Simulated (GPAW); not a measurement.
A computed O K-edge spectrum of one site in a crystal of Mn and O, with its zero at a photon energy of about 524.3 eV (LDA puts this hole about 4 eV below PBE, itself good to a few eV). Method: GPAW, LDA + U, full core hole (charged cell) in a small cell, dipole transitions, broadening that rises with energy.

Energy from the lowest empty level; intensity scaled to a mean of 1 over the first 20 eV:

| E (eV) | intensity |
| --- | --- |
| -2.0 | 0.00 |
| -1.5 | 0.00 |
| -1.0 | 0.00 |
| -0.5 | 0.12 |
| 0.0 | 1.00 |
| 0.5 | 2.22 |
| 1.0 | 1.49 |
| 1.5 | 0.43 |
| 2.0 | 0.43 |
| 2.5 | 1.12 |
| 3.0 | 1.65 |
| 3.5 | 2.05 |
| 4.0 | 1.08 |
| 4.5 | 0.18 |
| 5.0 | 0.01 |
| 5.5 | 0.00 |
| 6.0 | 0.00 |
| 6.5 | 0.02 |
| 7.0 | 0.05 |
| 7.5 | 0.11 |
| 8.0 | 0.22 |
| 8.5 | 0.39 |
| 9.0 | 0.61 |
| 9.5 | 0.89 |
| 10.0 | 1.19 |
| 10.5 | 1.41 |
| 11.0 | 1.54 |
| 11.5 | 1.63 |
| 12.0 | 1.75 |
| 12.5 | 1.93 |
| 13.0 | 2.16 |
| 13.5 | 2.31 |
| 14.0 | 2.28 |
| 14.5 | 2.05 |
| 15.0 | 1.69 |
| 15.5 | 1.33 |
| 16.0 | 1.00 |
| 16.5 | 0.74 |
| 17.0 | 0.55 |
| 17.5 | 0.44 |
| 18.0 | 0.41 |
| 18.5 | 0.45 |
| 19.0 | 0.53 |
| 19.5 | 0.64 |
| 20.0 | 0.73 |
| 20.5 | 0.80 |
| 21.0 | 0.83 |
| 21.5 | 0.82 |
| 22.0 | 0.78 |
| 22.5 | 0.73 |
| 23.0 | 0.67 |
| 23.5 | 0.60 |
| 24.0 | 0.54 |
| 24.5 | 0.48 |
| 25.0 | 0.44 |
| 25.5 | 0.41 |
| 26.0 | 0.39 |
| 26.5 | 0.40 |
| 27.0 | 0.41 |
| 27.5 | 0.44 |
| 28.0 | 0.46 |
| 28.5 | 0.48 |
| 29.0 | 0.49 |
| 29.5 | 0.50 |
| 30.0 | 0.52 |
| 30.5 | 0.56 |
| 31.0 | 0.61 |
| 31.5 | 0.70 |
| 32.0 | 0.82 |

Q: What surroundings does the absorber have?

A K edge sees empty p states; the first features are O p mixed into the empty d states of the Mn neighbours, and the broad ones above probably into the cations' higher empty bands. It is atom 5 of MnO2 (Fd-3m), with 3 Mn at 1.90 Å (pyramidal, site symmetry 3m). Its main maxima below 24 eV lie at 0.6 eV (2.24), 3.5 eV (2.05), 13.7 eV (2.33) and 21.1 eV (0.83). A near-edge spectrum doesn't fix the structure by itself; it is matched against candidates. The hole lies in one spin channel, while the script sums the empty states of both and takes the lower zero; where the two channels are split, this blurs and shifts the curve. The spins start antiferromagnetically in a simple order, which needn't be the measured one; gap and edge can depend on it. The holes are only 5.7 Å apart, so the shape is probably not converged with cell size; no larger cell was run here. The mesh is coarse (0.34 Å⁻¹ between points), so small maxima may be mesh ripples. The structure is a computed Materials Project entry and may be a hypothetical form.

[Hosts, paths, dates, database ids (printed as entryN), source tags and the programs' standing remarks are cut or masked in the printed files.]

[Lists of maxima count a maximum above −3 eV only where it reaches 4 % of the highest in the window and stands out from its surroundings by 2 % of it (1.5 % where it reaches 55 %); shoulders and weaker maxima are passed over, and of the rest the first, up to two pre-edge ones and the few strongest are named.]
